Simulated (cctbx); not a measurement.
**Ho2Sn across an absorption edge**

Space group Pa-3 (no. 205), a = 6.9680 Å, b = 6.9680 Å, c = 6.9680 Å, α = 90.00°, β = 90.00°, γ = 90.00°.

```csv
atom,mult.,x,y,z,Ueq (Å²)
Ho1,8,0.3725,0.1275,0.8725,0.0112
Sn1,4,0,1/2,1/2,0.0110
```

This is a model crystal, built by substitution and not relaxed, with assumed displacement parameters.

Calculated with cctbx: free-atom f′ and f″ from the Sasaki tables, no fine structure; amplitudes in electrons.

| E (eV) | F 2 2 2 | F 1 2 3 | F 1 3 2 | F 2 3 2 |
| --- | --- | --- | --- | --- |
| 7471 | 142.9 | 171.6 | 151.3 | 5.2 |
| 7821 | 142.9 | 163.9 | 144.5 | 4.9 |
| 7951 | 142.9 | 157.6 | 138.9 | 4.7 |
| 8011 | 142.9 | 151.8 | 133.8 | 4.6 |
| 8041 | 142.9 | 145.9 | 128.6 | 4.4 |
| 8056 | 142.9 | 140.1 | 123.5 | 4.2 |
| 8063 | 142.9 | 135.0 | 119.0 | 4.0 |
| 8067 | 142.9 | 129.6 | 114.2 | 3.8 |
| 8075 | 142.9 | 132.9 | 117.1 | 4.0 |
| 8079 | 142.9 | 139.4 | 122.9 | 4.2 |
| 8086 | 142.9 | 145.1 | 127.9 | 4.3 |
| 8101 | 142.9 | 151.1 | 133.2 | 4.5 |
| 8131 | 142.9 | 157.0 | 138.4 | 4.7 |
| 8221 | 142.9 | 164.4 | 144.9 | 5.0 |
| 8471 | 142.8 | 170.4 | 150.2 | 5.2 |

**Question.** Which edge is crossed, and why do the reflections move as they do?

The L3 edge of Ho. The edge is at 8071 eV. f′ of Ho falls from -11.9 e at 7951 eV to -19.0 e at 4 eV below it, and f″ steps from 3.69 to 10.57 e across it. Over that approach |F| changes by +0 % (2 2 2), -18 % (1 2 3), -18 % (1 3 2) and -19 % (2 3 2): a reflection falls where Ho scatters in phase with the total and rises where it scatters against it; it hardly moves where the Ho term is small or cancels by symmetry. Above the edge the larger f″ enters the imaginary part, where it can add to or cancel the other atoms' f″. The structure is centrosymmetric, so Friedel mates stay equal.

[Logs are printed without paths, hosts, clocks, repeated set-up lines and the standing remarks that a program may print on its own settings, such as how far it seeks lower states.]
